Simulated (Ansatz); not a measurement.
# λ, α²F and ρ(T) of Pt-Ir-Pt stack of (100) layers, part 2 of 3

The plan: relax Pt-Ir-Pt stack of (100) layers, check its phonons, and, if the lattice is stable, compute its Eliashberg function and ρ(T).

Ansatz 0.2.0; DFT PBE, scalar-relativistic, plane waves, PAW; PAW set soft_1.

So far: Set-up; Relaxing cell and atoms.

## 3. Tight relaxation

No force is left; the cell is relaxed once more with another smearing and tight thresholds.

File input.yaml:

```yaml
crystal:
  lattice:
    - [2.7112281794, 0.0, 0.0]
    - [0.0, 2.7112281794, 0.0]
    - [0.0, 0.0, 31.479999768]
  atoms:
    - { symbol: Pt, position: [0.0, 0.0, 0.1742814986] }
    - { symbol: Ir, position: [0.5, 0.5, 0.2357052114] }
    - { symbol: Pt, position: [0.0, 0.0, 0.2971289242] }
  periodic: [true, true, false]
kpoints:
  mp_grid: { grid: [12, 12, 1] }
hamiltonian:
  xc: pbe
  pseudopotentials: { kind: paw, azcp: { folder: soft_1 } }
scf:
  occupations: { method: methfessel_paxton, width: 0.2 }
output:
  forces: true
  stress: true
  eigenvalues: true
  write_density: true
  write_potential: true
  elf: true
  volumetric_format: npy
relax:
  adjacent_minimum: "off"
  f_tol: 0.001
  max_steps: 60
  cell: { stress_2d_tol: 0.002 }
```

Started as:

```
ansatz run input.yaml --threads 8 --pin off --max-ram 20480MiB --backend cpu --events-out ev --progress --plain --runs-dir out
```

Numbers of over 12 decimals in the logs are rounded to 6 here.

The program printed:

```text
[the first part of the log is left out]
  E_vxc        = -796.207989  (∫ρ·V_xc dr)
  E_paw        = -28233.327271  (= ΣΔE_a)
  E_vpaw       = -916.745720  (= ΣTr[D̂ρ^β])
  E_aug_tail   = 0.002582  (compensation charges beyond the density's cutoff)
  E_ewald      = 95862.634347
  E_smearing   = 0.004183  (= −TS)
  E_closure    = -0.000000  (closes the sum)
  Σ components = -36984.440794   (vs F -36984.440794, Δ=0.00e0)
--- Forces (eV/Å), atoms counted from 1 ---
  atom   1  Pt     0.00000000     0.00000000     0.00017079
  atom   2  Ir    -0.00000000     0.00000000     0.00000000
  atom   3  Pt     0.00000000     0.00000000    -0.00017079
  max |Σ_I F_I| component: 6.31e-30 eV/Å
--- 2D stress c σ (N/m, compression-positive) ---
       -0.001280       0.000000       0.000000
        0.000000      -0.001280       0.000000
        0.000000       0.000000       0.000000
  P = ½ c Tr σ = -0.0013 N/m
--- Band table (eV; the first three rows and the last of 28) ---
[...]
--- Relaxed structure (5 steps of the walk, 5 accepted, 1 SCFs on fresh bases) ---
[...]
cell:  # Å, volume = 232.6435 Å³
    - [2.718492, 0, 0.0]
    - [0, 2.718492, 0.0]
    - [0.0, 0.0, 31.479999768]
  atoms:
    - { symbol: Pt, position: [0, 0, 0.174652] }
    - { symbol: Ir, position: [0.5, 0.5, 0.2357052114] }
    - { symbol: Pt, position: [0, 0, 0.296758] }
```

It took 12 s on 8 threads of Arm Neoverse V2, shared host; peak memory 0.82 GiB; 85 s of CPU time.

Step by step:

```csv
step,energy less that of the first step (eV),largest force component (eV/Å),volume (Å³)
1,0.0000,0.0513,231.40
2,-0.0008,0.0394,232.80
3,-0.0009,0.0106,232.76
4,-0.0010,0.0000,232.62
5,-0.0010,0.0001,232.64
6,-0.0011,0.0002,232.64
```

The log counts 1 steps on a newly chosen plane-wave basis, not all of them marked here; energy and pressure can jump at such steps.

```csv
cell as run,before,after,change
a (Å),2.711,2.718,+0.3 %
b (Å),2.711,2.718,+0.3 %
```

The atoms that moved most (Å, along periodic axes as changes of fractional coordinates times the final cell, across vacuum about the mean position):

```csv
atom,dx,dy,dz,length
Pt1,0.000,0.000,0.012,0.012
Pt3,0.000,0.000,-0.012,0.012
```

Final coordinates:

```xyz
3
Lattice="2.7185 0.0000 0.0000 0.0000 2.7185 0.0000 0.0000 0.0000 31.4800" Properties=species:S:1:pos:R:3
Pt    0.0000    0.0000    5.4981
Ir    1.3592    1.3592    7.4200
Pt    0.0000    0.0000    9.3419
```

ELF in the ca plane at fractional y = 1.000, with atoms of Pt within 0.2 Å of it. It is the smooth field of the valence electrons, not physical close to the nuclei.

Values, 5 rows by 16 columns, each cell a mean:
```
0.00 0.00 0.01 0.10 0.35 0.55 0.38 0.18 0.35 0.55 0.38 0.12 0.01 0.00 0.00 0.00
0.00 0.00 0.01 0.07 0.25 0.36 0.27 0.29 0.27 0.36 0.27 0.09 0.01 0.00 0.00 0.00
0.00 0.00 0.01 0.06 0.26 0.30 0.26 0.32 0.27 0.30 0.27 0.08 0.01 0.00 0.00 0.00
0.00 0.00 0.01 0.08 0.27 0.44 0.30 0.25 0.29 0.44 0.29 0.10 0.01 0.00 0.00 0.00
0.00 0.00 0.01 0.11 0.39 0.58 0.42 0.16 0.38 0.58 0.42 0.13 0.01 0.00 0.00 0.00
```
Columns run along c (16.0 Å, from fractional 0.00 to 0.51 of the cell), rows up along a (2.7 Å). Atoms in or near the plane, at fractional coordinates: Pt at (0.17, 0.00), Pt at (0.30, 0.00).

Electrostatic potential energy in the ca plane at fractional y = 1.000, with atoms of Pt within 0.2 Å of it. With pseudopotentials it is smooth inside the atoms' cores, unlike the true potential.

Values in eV, 5 rows by 16 columns, each cell a mean:
```
  0   0   0  -1 -14 -68 -28  -4 -22 -69 -19  -1   0   0   0   0
  0   0   0   0  -5 -25 -10  -6  -9 -26  -6   0   0   0   0   0
  0   0   0   0  -2  -9  -6  -7  -6  -9  -3   0   0   0   0   0
  0   0   0   0  -7 -43 -16  -5 -13 -44 -10   0   0   0   0   0
  0   0   0  -1 -17 -72 -33  -3 -26 -73 -23  -1   0   0   0   0
```
Columns run along c (16.0 Å, from fractional 0.00 to 0.51 of the cell; values clipped at the 3rd and 97th percentile), rows up along a (2.7 Å). Atoms in or near the plane, at fractional coordinates: Pt at (0.17, 0.00), Pt at (0.30, 0.00).

Valence density in the ca plane at fractional y = 1.000, with atoms of Pt within 0.2 Å of it. It is the smooth field of the valence electrons, not physical close to the nuclei.

Ten steps, logarithmic in the rise over the least value, from '0' (0 e/Å³) to '9' (11 e/Å³), each cell a mean:
```
00000000000137999632223589985210000000000000
00000000000125787532222467864200000000000000
00000000000023454322332345542100000000000000
00000000000012333223332233322100000000000000
00000000000012343323332234432100000000000000
00000000000124676432222356753100000000000000
00000000000136898632222479974200000000000000
00000000000147999742123589985210000000000000
```
Columns run along c (16.0 Å, from fractional 0.00 to 0.51 of the cell), rows up along a (2.7 Å). Atoms in or near the plane, at fractional coordinates: Pt at (0.17, 0.00), Pt at (0.30, 0.00).

The relaxation ends with a largest force component of 1.7e-4 eV/Å.

## 4. Phonons by linear response: q 2×2×1, k 6×6×1

Before any scattering is computed, the phonons show whether the structure is a minimum.

File input.yaml:

```yaml
crystal:
  lattice:
    - [2.7184921118, 0.0, 0.0]
    - [0.0, 2.7184921118, 0.0]
    - [0.0, 0.0, 31.479999768]
  atoms:
    - { symbol: Pt, position: [0.0, 0.0, 0.1746524221] }
    - { symbol: Ir, position: [0.5, 0.5, 0.2357052114] }
    - { symbol: Pt, position: [0.0, 0.0, 0.2967580007] }
  periodic: [true, true, false]
kpoints:
  mp_grid: { grid: [6, 6, 1] }
hamiltonian:
  xc: pbe
  pseudopotentials: { kind: paw, azcp: { folder: soft_1 } }
scf:
  occupations: { method: methfessel_paxton, width: 0.2 }
output:
  eigenvalues: true
phonons:
  method: dfpt
  qmesh: [2, 2, 1]
  temperatures: { t_max: 1000, t_step: 50 }
  qpath:
    path: [[0.0, 0.0, 0.0], [0.0, 0.5, 0.0], [0.5, 0.5, 0.0], [0.0, 0.0, 0.0]]
    npoints: 10
```

The program printed:

```text
Warning: crystal.symmetry: narrowed to the stabiliser of the run's FFT grids — unitary ops 16 → 8. A phonons.method: dfpt run fills in the rows of the dynamical matrix that it does not solve by its symmetry operations, which is exact only for operations that map its FFT grids onto themselves: filled in by any other, the frequencies could depend on the order in which like atoms are typed, or, by more than the grids' own error, on where the crystal sits among the grids' points. Excluded: 8 operations. The run can therefore solve more perturbations, solve them on more k-points, or both, and cost more. [rest of the remark cut]
[...]
Crystal: 3 atoms, lattice volume = 232.643 Å³
Basis set: ecut = 420 eV, 4629 PW (Γ), exchange–correlation on 40×40×432 points (8 copies of the dense FFT grid, shifted against one another)
Bands: 32, of which v1, the nominal top of the filled ones, is band 27 counted from 1 (26 counted from 0)
Symmetry: 16 space group operations
k-points: 10 of 36 (irreducible under 8 space group operations)
[...]
SCF iter   1: F=—  HF=-36986.261468 eV  |F-HF|=—  |Δ(HF+E_count)|=         —  Δρ=5.25e-2  dr2=1.59e1  ethr=3.10e-3  ⟨swp⟩=13.8  Hψ=2432  notcnv=0
[...]
SCF iter  13: F=-36984.449731 eV  HF=-36984.449731 eV  |F-HF|=7.28e-11  |Δ(HF+E_count)|=   3.19e-9  S|Δr|=    0.00e0  Δρ=2.91e-8  dr2=9.76e-13  ethr=1.00e-12  ⟨swp⟩=18.2  Hψ=2587  notcnv=0
SCF 1 converged in 13 iterations: F = -36984.449731 eV  dr2 = 9.76e-13
[...]
phonons: the bands overlap, so this run is a metal and interpolates without the dipole-dipole term. If the crystal is really an insulator or semiconductor, its LO-TO splitting is missing
NSCF: frozen V_eff on 10 k-points
WARN: eigensolver did not converge (k=0): 1 band(s) unlocked after 2 eigensolves, warm-restarted (20 sweeps on the last) at ethr=2.13e-12 eV (storage-precision floor; scheduled 1.00e-12 eV) (lowest unlocked band 31, counted from 0; max residual 6.84e-4 eV among the unlocked bands, 6.84e-4 eV over every band; other slots of this pass that fall short are told together in one closing line; warning suppressed until the next SCF loop or pass starts)
WARN: eigensolver did not converge in 4 slots of this pass, the one above among them; of largest residual over every band (k=0): 1 band(s) unlocked (lowest unlocked band 31, counted from 0; max residual 6.84e-4 eV among the unlocked bands, 6.84e-4 eV over every band); of lowest unlocked band (k=0): band 31
[...]
DFPT response loops at q = (0, 0, 0) (fractional): preconditioner auto → none (partly filled bands, converged f_vac=0.752); β = 0.50; Broyden in place of MSR1
[...]
SCF converged after 13 iterations
Stability not checked: this state was not tested for a lower state beside it, because cold or Methfessel-Paxton smearing, or corrected tetrahedra, fill the levels in a way that the test cannot read (fill_not_monotonic; see scf.lower_state_search)
Free energy (F): -36984.449731 eV
[...]
Internal energy: -36984.460036 eV  (E = F + TS)
E sigma→0 (E₀):  -36984.452307 eV
Entropy (-TS):   0.010305 eV (3.435 meV/atom)
Fermi energy:    -5.643916 eV
[...]
--- Band table (eV; the first three rows and the last of 10) ---
  k-point 0: bands = [... 23 lower, -7.2700, -6.5616, -6.1484, -6.0600, -5.1572, -5.1572, -5.0478, -3.9363, ... 1 higher]
  k-point 1: bands = [... 23 lower, -7.2435, -6.8079, -6.7303, -6.4363, -5.3572, -5.0158, -4.7068, -1.8458, ... 1 higher]
  k-point 2: bands = [... 23 lower, -7.5504, -7.1035, -6.1642, -6.0161, -5.5112, -5.2038, -2.8714, 0.2692, ... 1 higher]
  k-point 9: bands = [... 23 lower, -5.6408, -4.7132, -4.7109, -3.7843, -1.8263, -1.8263, 2.1909, 2.1909, ... 1 higher]
--- Phonons (Γ-DFPT): 6 representative perturbations + reference (Σ response iterations 32) ---
  ASR residual: 3.294e-4 → 0.000e0 eV/Å²; symmetrization residual: 3.865e-5 eV/Å²
  The last average, over the group as it would stand without the narrowing to the FFT grids, took up to 2.527e-5 eV/Å² of the zone centre's force constants
  ASR residual per site (eV/Å²): 8.00e-5 3.29e-4 1.31e-4
  Γ frequencies (cm⁻¹): 0.00 0.00 0.00 74.66 74.66 123.69 137.74 137.74 163.82
--- Phonons (arbitrary-q DFPT): 3 irreducible q on the 2×2×1 mesh ---
  q = [0.0000, 0.0000, 0.0000] (star 1, of the zone-centre solve; hermiticity 6.08e-6, symmetrization 3.00e-12, taken by the last average 1.99e-6): -0.00 -0.00 0.00 74.66 74.66 123.69 137.74 137.74 163.82
  q = [0.0000, -0.5000, 0.0000] (star 2, 9 solved perturbations on 16 of 36 k-point pairs; hermiticity 2.90e-6, symmetrization 3.65e-9, taken by the last average 8.63e-7): 82.56 83.78 95.98 101.08 109.59 134.60 170.79 173.30 214.24
  q = [-0.5000, -0.5000, 0.0000] (star 1, 6 solved perturbations in 78 linear systems a pass and spin channel, the states on 16 of 36 k-point pairs; hermiticity 2.13e-6, symmetrization 3.06e-9, taken by the last average 8.74e-7): 60.85 116.31 147.42 159.09 159.09 164.54 164.54 212.99 212.99
  sum rule: each row above includes the acoustic sum rule's correction from the zone centre's row sums; it moved no ω² by more than (0.68 cm⁻¹)²
  mesh force constants: q→R imaginary residual 8.96e-18; ASR residual 3.294e-4 → 0.000e0 eV/Å²; symmetrization residual 5.329e-15 eV/Å²
  interpolated dispersion: 31 rows × 9 modes
  density of states and harmonic sums: on the 24×24×1 q-mesh, interpolated from the force constants of a 2×2×1 supercell (no non-analytic term)
  largest difference from the sums on the solved wave vectors: F 1.65e-1 eV, S 2.29e-4 and C_V 6.42e-5 eV/K
  zero-point energy: 0.071506 eV/cell   skipped modes (ω ≤ 0): 3   left out of the sums: 5.79e-4 of the cell's modes: C_V's classical limit lies that fraction below 3 k_B per atom; for a crystal, a wire or a layer, F and S can be off by more, and a phonons.interpolated_qmesh denser along its periods is the remedy for the sampling
```

It took 45 s on 8 threads; peak memory 1.1 GiB; 5.3 min of CPU time.

Reading the cycles: dr2 is the Hartree energy of the density residual (eV), the measure of convergence; HF is the Harris–Foulkes estimate of the energy, which meets the free energy F at convergence.

Numbers from this step:

```
zero point energy                                                              : 0.07151 eV/cell
share of imaginary modes in the plain interpolation between solved wavevectors : 0
highest frequency, solved or plainly interpolated                              : 214.2 cm⁻¹
```

Solved on the 2×2×1 mesh alone; all other wavevectors are interpolated. Phonon branches along the path, in cm⁻¹:

```csv
point,branch 1,branch 2,branch 3,branch 4,branch 5,branch 6,branch 7,branch 8,branch 9
Γ,0,0,0,75,75,124,138,138,164
halfway,46,65,79,98,117,130,138,158,183
X,83,84,96,101,110,135,171,173,214
halfway,74,113,122,127,141,156,166,188,212
M,61,116,147,159,159,164,164,213,213
halfway,56,111,116,119,126,138,148,180,182
Γ,0,0,0,75,75,124,138,138,164
```

The phonon branches as a text plot (rows in cm⁻¹):

```
    210 |            ***************************
    201 |           *               **          **
    192 |         **             ***              **
    183 |       **             **                   ***
    174 |      *       ********                        **
    165 |****       *****      *****************         **   ***
    156 |    ********            *****************       *****
    147 |  **                 *** **** ******   *********  ***
    138 |*********************   ******      ***  *****       ***
    129 |       **             *****            **  ***
    120 |************         *  *     ****     *********  ******
    112 |      *     ******************    *****    *******
    103 |         *************                        ****
     94 |    ** **   *********
     85 |  **  *    **********                           *****
     76 |*********** **       ****                       **   ***
     67 |       **  *             *****      *******
     58 |         **                   ******       ***    ***
     49 |  **  ***                                     **  ***
     40 |    **
     31 |  **  *                                         **   **
     22 | *  **                                            ***
     13 | ***
      4 |**                                                   ***
         Γ               X               M                      Γ
```

Lowest modes at the softest wavevector of the mesh. Modes at q = (0.500, 0.500, 0.000), with each element's share of the kinetic energy:

```csv
mode,frequency (cm⁻¹),Pt %,Ir %
1,60.8,0,100
2,116.3,100,0
3,147.4,100,0
4,159.1,100,0
5,159.1,100,0
6,164.5,76,24
```

Displacements in mode 1 (60.8 cm⁻¹), the largest set to 1, in the home cell:
```
Pt1  0.00  0.00  0.00
Ir2  0.00  0.00 -1.00
Pt3  0.00  0.00  0.00
```

Displacements in mode 4 (159.1 cm⁻¹), the largest set to 1, in the home cell:
```
Pt1 -1.00 -0.35  0.00
Ir2  0.00  0.00  0.00
Pt3  1.00  0.35  0.00
```

Among the solved wavevectors the lowest mode, translations apart, is 60.8 cm⁻¹, so these are real on this k mesh.

(Continued in part 3 of 3.)

[Logs are printed without paths, hosts, clocks, repeated set-up lines and the standing remarks that a program may print on its own settings, such as how far it seeks lower states.]

[Hosts, paths, dates, database ids (printed as entryN), source tags and the programs' standing remarks are cut or masked in the printed files.]
